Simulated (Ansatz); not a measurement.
**Which site? Al in place of Ti in random rock-salt alloy of NbC and TiC (64 atoms)**

Aim: make Al in place of Ti at several sites of random rock-salt alloy of NbC and TiC (64 atoms), relax each, and compare their energies.

Main program and level: Ansatz 0.2.0; Kohn-Sham DFT, revPBE, PAW (set soft_1), plane waves.

### Step 1. Set-up

The cell holds 64 atoms: 24 Ti, 32 C and 8 Nb. Cell: a = 8.727 Å, b = 8.727 Å, c = 8.727 Å, α = 90.0°, β = 90.0°, γ = 90.0°. It derives from NbC (rock-salt) and TiC, repeated 2×2×2. Rock-salt NbC, 2 x 2 x 2 conventional cells, 24 of 32 Nb sites given to Ti at random (x = 0.750), lattice by Vegard's rule (a = 4.364 Å); not relaxed, displaced by a Gaussian of 0.02 Å.

### Step 2. Single point at the start

The forces at the start show how far the geometry lies from a minimum of this functional.

Input file input.yaml:

```yaml
crystal:
  lattice:
    - [8.727, 0.0, 0.0]
    - [0.0, 8.727, 0.0]
    - [0.0, 0.0, 8.727]
  atoms:
    - { symbol: Ti, position: [0.00202, 0.99924, 0.00137] }
    - { symbol: C, position: [0.25233, 0.00287, 0.99899] }
    - { symbol: Nb, position: [0.99947, 0.25154, 0.25091] }
    - { symbol: C, position: [0.2525, 0.25116, 0.25305] }
    - { symbol: Ti, position: [0.24842, 0.00365, 0.24896] }
    - { symbol: C, position: [0.0027, 0.0028, 0.24672] }
    - { symbol: Ti, position: [0.24728, 0.25415, 0.99801] }
    - { symbol: C, position: [0.00019, 0.25351, 0.99861] }
    - { symbol: Ti, position: [0.99905, 0.99993, 0.49985] }
    - { symbol: C, position: [0.25246, 0.00221, 0.49769] }
    - { symbol: Ti, position: [0.99943, 0.25385, 0.75143] }
    - { symbol: C, position: [0.25125, 0.25206, 0.75191] }
    - { symbol: Ti, position: [0.25191, 0.99705, 0.75045] }
    - { symbol: C, position: [0.99954, 0.00449, 0.74919] }
    - { symbol: Nb, position: [0.25133, 0.25078, 0.49704] }
    - { symbol: C, position: [0.99952, 0.24396, 0.49992] }
    - { symbol: Nb, position: [0.00312, 0.50025, 0.99629] }
    - { symbol: C, position: [0.25134, 0.499, 0.99662] }
    - { symbol: Nb, position: [0.99517, 0.75294, 0.24903] }
    - { symbol: C, position: [0.24917, 0.7492, 0.25144] }
    - { symbol: Ti, position: [0.25231, 0.50184, 0.24899] }
    - { symbol: C, position: [0.0019, 0.50392, 0.2517] }
    - { symbol: Nb, position: [0.25089, 0.75173, 0.9992] }
    - { symbol: C, position: [0.00203, 0.74946, 0.99928] }
    - { symbol: Ti, position: [0.00421, 0.49869, 0.50005] }
    - { symbol: C, position: [0.24565, 0.49908, 0.49898] }
    - { symbol: Ti, position: [0.00398, 0.75321, 0.74727] }
    - { symbol: C, position: [0.24861, 0.75022, 0.74828] }
    - { symbol: Ti, position: [0.24829, 0.50049, 0.74828] }
    - { symbol: C, position: [0.00468, 0.50145, 0.74437] }
    - { symbol: Ti, position: [0.25009, 0.75054, 0.50083] }
    - { symbol: C, position: [0.9963, 0.75158, 0.50041] }
    - { symbol: Ti, position: [0.50322, 0.99716, 0.9997] }
    - { symbol: C, position: [0.75082, 0.99701, 0.9974] }
    - { symbol: Ti, position: [0.50093, 0.24533, 0.24959] }
    - { symbol: C, position: [0.74707, 0.24811, 0.25008] }
    - { symbol: Ti, position: [0.74711, 0.00108, 0.24905] }
    - { symbol: C, position: [0.49749, 0.00297, 0.24779] }
    - { symbol: Nb, position: [0.7516, 0.24956, 0.99907] }
    - { symbol: C, position: [0.49922, 0.24508, 0.00162] }
    - { symbol: Ti, position: [0.49969, 0.00138, 0.49719] }
    - { symbol: C, position: [0.74891, 0.00273, 0.50029] }
    - { symbol: Nb, position: [0.49855, 0.25025, 0.74977] }
    - { symbol: C, position: [0.74446, 0.25148, 0.75068] }
    - { symbol: Ti, position: [0.75162, 0.0007, 0.74794] }
    - { symbol: C, position: [0.50093, 0.99726, 0.75155] }
    - { symbol: Ti, position: [0.74942, 0.24696, 0.50074] }
    - { symbol: C, position: [0.49981, 0.25289, 0.4983] }
    - { symbol: Ti, position: [0.5026, 0.50027, 0.00281] }
    - { symbol: C, position: [0.74795, 0.50169, 0.00038] }
    - { symbol: Ti, position: [0.50015, 0.74806, 0.25021] }
    - { symbol: C, position: [0.7504, 0.75166, 0.25299] }
    - { symbol: Ti, position: [0.75196, 0.49918, 0.25097] }
    - { symbol: C, position: [0.50397, 0.49542, 0.24799] }
    - { symbol: Ti, position: [0.75157, 0.749, 0.00254] }
    - { symbol: C, position: [0.49743, 0.74636, 0.00223] }
    - { symbol: Nb, position: [0.49881, 0.50006, 0.49943] }
    - { symbol: C, position: [0.74934, 0.50039, 0.50426] }
    - { symbol: Ti, position: [0.49666, 0.74875, 0.75088] }
    - { symbol: C, position: [0.7535, 0.74982, 0.75158] }
    - { symbol: Ti, position: [0.75099, 0.49882, 0.75095] }
    - { symbol: C, position: [0.50069, 0.50038, 0.74898] }
    - { symbol: Ti, position: [0.74997, 0.75804, 0.49974] }
    - { symbol: C, position: [0.50022, 0.74923, 0.50384] }
kpoints:
  mp_grid: { grid: [2, 2, 2] }
hamiltonian:
  xc: revpbe
  pseudopotentials: { kind: paw, azcp: { folder: soft_1 } }
scf:
  occupations: { method: fermi_dirac, width: 0.05 }
output:
  forces: true
```

On the command line:

```
$ ansatz run input.yaml --threads 8 --pin off --max-ram 15872MiB --backend cpu --events-out ev --progress --plain --runs-dir out
```

Numbers of over 12 decimals in the logs are rounded to 6 here.

The log of the run:

```text
Engine: ansatz 0.2.0, x86_64-unknown-linux-gnu
Pseudopotentials: kind: paw
Pseudopotential: Ti, paw, valence charge 12, recommended cutoff 420 eV (normal), soft_1/Ti.paw.azcp
Pseudopotential: C, paw, valence charge 4, recommended cutoff 420 eV (normal), soft_1/C.paw.azcp
Pseudopotential: Nb, paw, valence charge 13, recommended cutoff 420 eV (normal), soft_1/Nb.paw.azcp
[... 5 lines on functional and potentials left out ...]
Crystal: 64 atoms, lattice volume = 664.653 Å³
Basis set: ecut = 420 eV, 13037 PW (Γ), exchange–correlation on 120×120×120 points (8 copies of the dense FFT grid, shifted against one another)
Bands: 324, of which v1, the nominal top of the filled ones, is band 260 counted from 1 (259 counted from 0)
Symmetry: 1 space group operations
Space group: P1 (ITA 1), of the structure as read, at distance tolerance 8.7e-5 Å
k-points: 8
[... 10 lines on functional and potentials left out ...]
Initial density: superposition of atomic densities (chi_scale 0.1, normalization cell, long waves kept (reshape's long-wave potential 0.02 eV rms))
Initial wavefunctions: pseudopotential atomic-orbital guess
Functional: x = revpbe(κ = 1.245, μ = 0.219515), c = pbe(β = 0.066725)
SCF iter   1: F=—  HF=-104680.135300 eV  |F-HF|=—  |Δ(HF+E_count)|=         —  Δρ=1.47e-1  dr2=2.20e2  ethr=3.10e-3  ⟨swp⟩=4.0  Hψ=7801  notcnv=0
preconditioner: auto → Kerker (q_TF=auto, 2.619 Å⁻¹)  [metal: Δε(μ)=0.017 eV  Ē_g=7.994 eV  σ=0.050 eV  W_gap=0.09  n_scr=202 (ndim 8)  ℏωp=23.4 eV  f_vac=0.000  D(μ)=32.96/eV (n_scr^D=304)]
SCF iter   2: F=—  HF=-104640.253686 eV  |F-HF|=—  |Δ(HF+E_count)|=    3.99e1  Δρ=6.11e-2  dr2=4.15e1  ethr=3.10e-3  ⟨swp⟩=3.0  Hψ=4496  notcnv=0  defer=339
SCF iter   3: F=—  HF=-104632.519190 eV  |F-HF|=—  |Δ(HF+E_count)|=    7.73e0  Δρ=1.31e-2  dr2=9.83e-1  ethr=3.10e-3  ⟨swp⟩=4.0  Hψ=4654  notcnv=0  defer=268
SCF iter   4: F=—  HF=-104632.563058 eV  |F-HF|=—  |Δ(HF+E_count)|=   4.39e-2  Δρ=3.47e-3  dr2=1.72e-1  ethr=1.89e-4  ⟨swp⟩=4.2  Hψ=4287  notcnv=0  defer=178
SCF iter   5: F=—  HF=-104632.549732 eV  |F-HF|=—  |Δ(HF+E_count)|=   1.33e-2  Δρ=8.35e-4  dr2=1.92e-2  ethr=3.31e-5  ⟨swp⟩=2.0  Hψ=3345  notcnv=0  defer=178
SCF iter   6: F=—  HF=-104632.548211 eV  |F-HF|=—  |Δ(HF+E_count)|=   1.52e-3  Δρ=2.30e-4  dr2=1.23e-3  ethr=3.69e-6  ⟨swp⟩=2.0  Hψ=3331  notcnv=0  defer=182
SCF iter   7: F=—  HF=-104632.548094 eV  |F-HF|=—  |Δ(HF+E_count)|=   1.18e-4  Δρ=7.19e-5  dr2=7.48e-5  ethr=2.37e-7  ⟨swp⟩=2.0  Hψ=3179  notcnv=0  defer=182
SCF iter   8: F=—  HF=-104632.548291 eV  |F-HF|=—  |Δ(HF+E_count)|=   1.97e-4  Δρ=2.00e-5  dr2=3.72e-6  ethr=1.44e-8  ⟨swp⟩=2.5  Hψ=4402  notcnv=0  defer=182
SCF iter   9: F=—  HF=-104632.548291 eV  |F-HF|=—  |Δ(HF+E_count)|=   7.46e-8  Δρ=7.19e-6  dr2=5.54e-7  ethr=7.15e-10  ⟨swp⟩=2.1  Hψ=3495  notcnv=0  defer=182
SCF iter  10: F=-104632.548291 eV  HF=-104632.548291 eV  |F-HF|=1.60e-8  |Δ(HF+E_count)|=   9.13e-8  Δρ=1.11e-6  dr2=2.12e-8  ethr=1.92e-11  ⟨swp⟩=4.0  Hψ=7381  notcnv=0
SCF 1 converged in 10 iterations: F = -104632.548291 eV  dr2 = 2.12e-8
  greatest PAW one-centre occupation: 0.999 electrons in one spin orbital (limit 2), on the Ti atom at site 50 (counted from 0), in its partial waves of l = 0
SCF converged after 10 iterations
Free energy (F): -104632.548291 eV
Harris-Foulkes:  -104632.548291 eV  (|F-HF|=1.60e-8)
Internal energy: -104632.298110 eV  (E = F + TS)
E sigma→0 (E₀):  -104632.423201 eV
Entropy (-TS):   -0.250180 eV (-3.909 meV/atom)
Fermi energy:    16.412143 eV
--- Per-component energies (eV) ---
  E_band       = -2897.253387
  E_kinetic    = 12491.147958
  E_local      = -25056.509147  (includes V_loc(G=0)·N_el)
  E_nonlocal   = 2872.265131
  E_hartree    = 9546.443529
  E_xc         = -5677.380449
  E_vxc        = -7025.226538  (∫ρ·V_xc dr)
  E_paw        = -52962.477755  (= ΣΔE_a)
  E_vpaw       = -5271.818120  (= ΣTr[D̂ρ^β])
  E_aug_tail   = -0.000878  (compensation charges beyond the density's cutoff)
  E_ewald      = -45844.010935
  E_core_change = -1.775563  (= ΣΔE_core)
  E_smearing   = -0.250180  (= −TS)
  E_closure    = 0.000000  (closes the sum)
  Σ components = -104632.548291   (vs F -104632.548291, Δ=0.00e0)
--- Forces (eV/Å), atoms counted from 1 ---
  atom   1  Ti    -0.18597726     0.23080316    -0.67246942
  atom   2  C     -0.27674981     0.11881449     0.07974434
  atom   3  Nb    -0.11142712    -0.25227961    -0.00144343
  atom   4  C      0.01156267     0.11072538    -0.99843812
  atom   5  Ti     0.52896148    -0.57881936     0.00545168
  atom   6  C     -0.40482601    -0.09612648     0.31804630
  atom   7  Ti     0.51165841    -0.66332667     0.13425950
  atom   8  C      0.46275766    -0.72509120    -0.21574458
  atom   9  Ti     0.20921292     0.06907524     0.28001264
  atom  10  C     -0.32035516    -0.62041892     0.16550969
  atom  11  Ti     0.15050351    -0.76065499    -0.52585380
  atom  12  C     -0.57184053    -0.15571407     0.10272556
  atom  13  Ti    -0.27846934     0.59107783    -0.13648932
  atom  14  C      0.25950383    -0.36718762     0.06323644
[...]
atom  63  Ti    -0.17882949    -0.89591188     0.58810410
  atom  64  C     -0.16137357     0.60142051    -0.50761624
  max |Σ_I F_I| component: 7.87e-6 eV/Å
```

The job ended after 16 s (8 threads of AMD EPYC 7B13 (Zen 3), shared host; peak memory 7.8 GiB; 2 min of CPU time).

The r.m.s. force at the start is 0.38 eV/Å.

### Step 3. Relaxation

The atoms are relaxed in the fixed cell, aiming at the force tolerance of the input.

Input file input.yaml:

```yaml
crystal:
  lattice:
    - [8.727, 0.0, 0.0]
    - [0.0, 8.727, 0.0]
    - [0.0, 0.0, 8.727]
  atoms:
    [... the 64 atom lines of step 2 ...]
kpoints:
  mp_grid: { grid: [2, 2, 2] }
hamiltonian:
  xc: revpbe
  pseudopotentials: { kind: paw, azcp: { folder: soft_1 } }
scf:
  occupations: { method: fermi_dirac, width: 0.05 }
output:
  forces: true
relax:
  f_tol: 0.05
  max_steps: 120
```

The log of the run:

```text
[...]
Crystal: 64 atoms, lattice volume = 664.653 Å³
Basis set: ecut = 420 eV, 13037 PW (Γ), exchange–correlation on 120×120×120 points (8 copies of the dense FFT grid, shifted against one another)
Bands: 324, of which v1, the nominal top of the filled ones, is band 260 counted from 1 (259 counted from 0)
Symmetry: 1 space group operations
[...]
k-points: 8
[...]
SCF iter   1: F=—  HF=-104680.135299 eV  |F-HF|=—  |Δ(HF+E_count)|=         —  Δρ=1.47e-1  dr2=2.20e2  ethr=3.10e-3  ⟨swp⟩=4.0  Hψ=7801  notcnv=0
[...]
SCF iter   8: F=-104632.548289 eV  HF=-104632.548291 eV  |F-HF|=1.88e-6  |Δ(HF+E_count)|=   1.32e-6  Δρ=1.69e-5  dr2=2.84e-6  ethr=1.20e-8  ⟨swp⟩=3.0  Hψ=6625  notcnv=0
SCF 1 converged in 8 iterations: F = -104632.548289 eV  dr2 = 2.84e-6
[...]
relax step   1: F+E_penalty+E_count = -104632.54828923 eV  Δ(F+E_penalty+E_count) = +0.000e0 eV  max|allowed force component| = 1.100e0 eV/Å  Δτ_max = 0.0000 Å  (8 SCF iters, dr2 threshold 6.25e-5 eV, accepted)
[...]
relax step   2: F+E_penalty+E_count = -104633.05651847 eV  Δ(F+E_penalty+E_count) = -5.082e-1 eV  max|allowed force component| = 7.415e-1 eV/Å  Δτ_max = 0.0802 Å  (6 SCF iters, dr2 threshold 7.56e-5 eV, accepted)
[...]
relax step   3: F+E_penalty+E_count = -104633.31051446 eV  Δ(F+E_penalty+E_count) = -2.540e-1 eV  max|allowed force component| = 8.874e-2 eV/Å  Δτ_max = 0.0450 Å  (6 SCF iters, dr2 threshold 3.44e-5 eV, accepted)
[...]
relax step   4: F+E_penalty+E_count = -104633.31355244 eV  Δ(F+E_penalty+E_count) = -3.038e-3 eV  max|allowed force component| = 2.849e-2 eV/Å  Δτ_max = 0.0087 Å  (6 SCF iters, accepted)
SCF converged after 6 iterations
Free energy (F): -104633.313552 eV
[...]
Internal energy: -104633.060856 eV  (E = F + TS)
E sigma→0 (E₀):  -104633.187204 eV
Entropy (-TS):   -0.252696 eV (-3.948 meV/atom)
Fermi energy:    16.424830 eV
[...]
--- Forces (eV/Å), atoms counted from 1 ---
  atom   1  Ti     0.00185465     0.02174486    -0.00081296
  atom   2  C     -0.00066825     0.00308579     0.00013148
  atom   3  Nb     0.00870093    -0.00835827    -0.00526237
  atom   4  C     -0.00772484    -0.00106301    -0.00539538
  atom   5  Ti     0.00278871    -0.00777035     0.00076516
  atom   6  C      0.00233698    -0.00317118     0.00364342
  atom   7  Ti    -0.00746128     0.00561235    -0.00220918
  atom   8  C     -0.00832854    -0.00486745     0.00077989
  atom   9  Ti    -0.00155860     0.00775825    -0.00402476
  atom  10  C      0.00019664    -0.00268820    -0.00061868
  atom  11  Ti    -0.00186950    -0.00356406     0.00789349
  atom  12  C     -0.00541401    -0.00480285    -0.00130911
  atom  13  Ti     0.00387030    -0.00342870     0.00046255
  atom  14  C      0.00161239     0.00316034     0.00187767
[...]
atom  63  Ti     0.00333469    -0.00649397     0.00808671
  atom  64  C     -0.00187973    -0.00056442    -0.00510117
  max |Σ_I F_I| component: 2.72e-5 eV/Å
--- Relaxed structure (4 steps of the walk, 4 accepted, 0 SCFs on fresh bases) ---
  F+E_penalty+E_count = -104633.31355244 eV   max|allowed force component| = 2.849e-2 eV/Å
  atoms:
    - { symbol: Ti, position: [-0.000254716, 0.998491, -0.00201331] }
    - { symbol: C, position: [0.250266, 0.00269588, 0.999868] }
    - { symbol: Nb, position: [0.999337, 0.248002, 0.251532] }
    - { symbol: C, position: [0.252075, 0.250764, 0.247811] }
[...]
- { symbol: C, position: [0.500773, 0.752966, 0.499791] }
```

Run time: 48 s. Hardware: 8 threads; peak memory 7.9 GiB; 5.9 min of CPU time.

The relaxation converged after 4 steps, 0.765 eV below its start, with a largest force component of 0.028 eV/Å.

### Step 4. Single point at the relaxed geometry

One more single point at the end of the walk gives the fuller output and checks the residual forces.

Input file input.yaml:

```yaml
crystal:
  lattice:
    - [8.727, 0.0, 0.0]
    - [0.0, 8.727, 0.0]
    - [0.0, 0.0, 8.727]
  atoms:
    - { symbol: Ti, position: [0.99975, 0.99849, 0.99799] }
    - { symbol: C, position: [0.25027, 0.0027, 0.99987] }
    - { symbol: Nb, position: [0.99934, 0.248, 0.25153] }
    - { symbol: C, position: [0.25207, 0.25076, 0.24781] }
    - { symbol: Ti, position: [0.25185, 0.99945, 0.25002] }
    - { symbol: C, position: [0.00017, 0.00076, 0.25001] }
    [... 52 atom lines left out ...]
    - { symbol: Ti, position: [0.50155, 0.75199, 0.74912] }
    - { symbol: C, position: [0.75007, 0.75069, 0.74924] }
    - { symbol: Ti, position: [0.75045, 0.50246, 0.74856] }
    - { symbol: C, position: [0.50016, 0.50256, 0.75207] }
    - { symbol: Ti, position: [0.74955, 0.75222, 0.50105] }
    - { symbol: C, position: [0.50077, 0.75297, 0.49979] }
kpoints:
  mp_grid: { grid: [2, 2, 2] }
hamiltonian:
  xc: revpbe
  pseudopotentials: { kind: paw, azcp: { folder: soft_1 } }
scf:
  occupations: { method: fermi_dirac, width: 0.05 }
output:
  forces: true
  stress: true
  populations: true
  dos:
    method: { smearing: { sigma: 0.1 } }
    de: 0.1
    projected: { site_lists: { C: [C], Nb: [Nb], Ti: [Ti] } }
  eigenvalues: true
  write_density: true
  write_potential: true
  volumetric_format: npy
```

The log of the run:

```text
[...]
Crystal: 64 atoms, lattice volume = 664.653 Å³
Basis set: ecut = 420 eV, 13037 PW (Γ), exchange–correlation on 120×120×120 points (8 copies of the dense FFT grid, shifted against one another)
Bands: 324, of which v1, the nominal top of the filled ones, is band 260 counted from 1 (259 counted from 0)
Symmetry: 1 space group operations
[...]
k-points: 8
[...]
SCF iter   1: F=—  HF=-104681.759214 eV  |F-HF|=—  |Δ(HF+E_count)|=         —  Δρ=1.48e-1  dr2=2.27e2  ethr=3.10e-3  ⟨swp⟩=4.0  Hψ=7669  notcnv=0  defer=1
[...]
SCF iter  10: F=-104633.313552 eV  HF=-104633.313552 eV  |F-HF|=2.67e-8  |Δ(HF+E_count)|=   1.52e-7  Δρ=1.34e-6  dr2=3.31e-8  ethr=1.92e-11  ⟨swp⟩=16.5  Hψ=18543  notcnv=0
SCF 1 converged in 10 iterations: F = -104633.313552 eV  dr2 = 3.31e-8
[...]
SCF converged after 10 iterations
Free energy (F): -104633.313552 eV
[...]
Internal energy: -104633.060862 eV  (E = F + TS)
E sigma→0 (E₀):  -104633.187207 eV
Entropy (-TS):   -0.252690 eV (-3.948 meV/atom)
Fermi energy:    16.424826 eV
[...]
--- Forces (eV/Å), atoms counted from 1 ---
  atom   1  Ti     0.00148324     0.02179009    -0.00112114
  atom   2  C     -0.00093359     0.00248717    -0.00008038
  atom   3  Nb     0.00822786    -0.00844053    -0.00471683
  atom   4  C     -0.00700798    -0.00077051    -0.00528098
  atom   5  Ti     0.00263110    -0.00809860     0.00156628
  atom   6  C      0.00197430    -0.00341150     0.00347048
  atom   7  Ti    -0.00739849     0.00570870    -0.00226631
  atom   8  C     -0.00879431    -0.00465595     0.00111666
  atom   9  Ti    -0.00125448     0.00776404    -0.00486284
  atom  10  C      0.00058812    -0.00299604    -0.00083259
  atom  11  Ti    -0.00115893    -0.00355543     0.00877800
  atom  12  C     -0.00582035    -0.00424034    -0.00182912
  atom  13  Ti     0.00384279    -0.00353927     0.00041244
  atom  14  C      0.00161695     0.00354419     0.00229935
[...]
atom  63  Ti     0.00316176    -0.00595708     0.00795870
  atom  64  C     -0.00136199    -0.00127363    -0.00489665
  max |Σ_I F_I| component: 2.07e-5 eV/Å
--- Stress (GPa, compression-positive) ---
        5.179734       0.086346       0.099427
        0.086346       5.176129      -0.025700
        0.099427      -0.025700       5.163396
  P = ⅓ Tr σ = 5.1731 GPa (51.731 kbar)
--- Band table (eV; the first three rows and the last of 8) ---
[...]
--- Löwdin populations: 64 sites ---
  site symbol       q [e]
     0     Ti     11.1150
     1      C      4.7947
     2     Nb     12.3375
[...]
63      C      4.7864
  spilling = 0.003056 (of n_electrons = 520.000000)
```

Run time: 34 s. Hardware: 8 threads; peak memory 7.8 GiB.

Numbers from this run:

```yaml
free_energy: -104633.3136 eV
free_energy_per_atom: -1634.8955 eV/atom
scf_cycles: 10
pressure: 5.173 GPa
r_m_s_force_component: 0.00559 eV/Å
longest_force: 0.02892 eV/Å
fermi_energy: 16.42 eV
levels_partly_filled_by_over_2_per_cent: 47
spilling_of_the_projection: 0.003056
```

(Part 1 of 2 ends here.)

[Logs are printed without paths, hosts, clocks, repeated set-up lines and the standing remarks that a program may print on its own settings, such as how far it seeks lower states.]

[Hosts, paths, dates, database ids (printed as entryN), source tags and the programs' standing remarks are cut or masked in the printed files.]
